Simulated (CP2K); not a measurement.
Consider 2-formylpyrrole at its PBE geometry (Å).

```xyz
12

O    -2.7953   -0.4292    0.7098
C    -1.9902    0.4291    0.3250
C    -0.5857    0.1892    0.0796
C     0.4298    1.0521   -0.3526
C     1.6249    0.3053   -0.4274
C     1.3211   -0.9997   -0.0395
N    -0.0088   -1.0549    0.2604
H    -2.3160    1.4794    0.1388
H     0.2968    2.1044   -0.5820
H     2.6041    0.6630   -0.7262
H     1.9558   -1.8755    0.0392
H    -0.5367   -1.8630    0.5750
```

Method: CP2K XAS_TDP, all-electron GAPW, PBEh(45%), aug-cc-pVDZ, TDA, no relativity.

Predict the bright core excitations at the C K edge.

Leading lines: C2 281.66 eV, C3 282.15 eV, C4 281.20 eV, C5 282.39 eV and C6 282.11 eV. The leading line of an atom is its first one with 35 % of the strongest within 2.5 eV of its lowest line over the strength cut. 

The first six lines of each atom with a strength over 0.0015:

```csv
atom,energy (eV),states,"strength, one atom"
"C2 (bonded to C, O and H)",281.66,1,0.0620
,286.58,1,0.0149
,287.26,1,0.0020
,287.46,1,0.0077
,288.03,1,0.0031
,288.13,1,0.0042
C3 (bonded to 2 C and N),282.15,1,0.0178
,284.56,1,0.0413
,285.41,1,0.0024
,286.24,1,0.0018
,286.63,1,0.0026
,286.97,1,0.0029
C4 (bonded to 2 C and H),281.20,1,0.0451
,284.53,2,0.0171
,285.29,1,0.0021
,285.89,1,0.0028
,286.42,1,0.0044
,287.17,1,0.0041
C5 (bonded to 2 C and H),282.39,1,0.0476
,282.59,1,0.0059
,284.21,1,0.0091
,285.05,1,0.0017
,285.69,1,0.0018
,285.71,1,0.0015
"C6 (bonded to C, N and H)",282.11,1,0.0504
,285.16,1,0.0126
,285.35,1,0.0071
,286.23,1,0.0020
,286.86,1,0.0034
,286.98,1,0.0031
```

Lines are vertical, at one geometry, with no vibrational structure. Without a correction of the core level, line positions, and the gaps between valence and Rydberg lines, follow the share of exact exchange. At this level such K lines come out 3 to 6 eV under measured ones. These values hold no scalar relativity, about 0.1 eV for C 1s. Rydberg lines, and the discretised continuum above threshold, depend on the basis and the box.

[Banner, clock and machine lines of the logs are left out without a mark of their own.]

[Logs are printed without paths, hosts, clocks, repeated set-up lines and the standing remarks that a program may print on its own settings, such as how far it seeks lower states.]

[Hosts, paths, dates, database ids (printed as entryN), source tags and the programs' standing remarks are cut or masked in the printed files.]
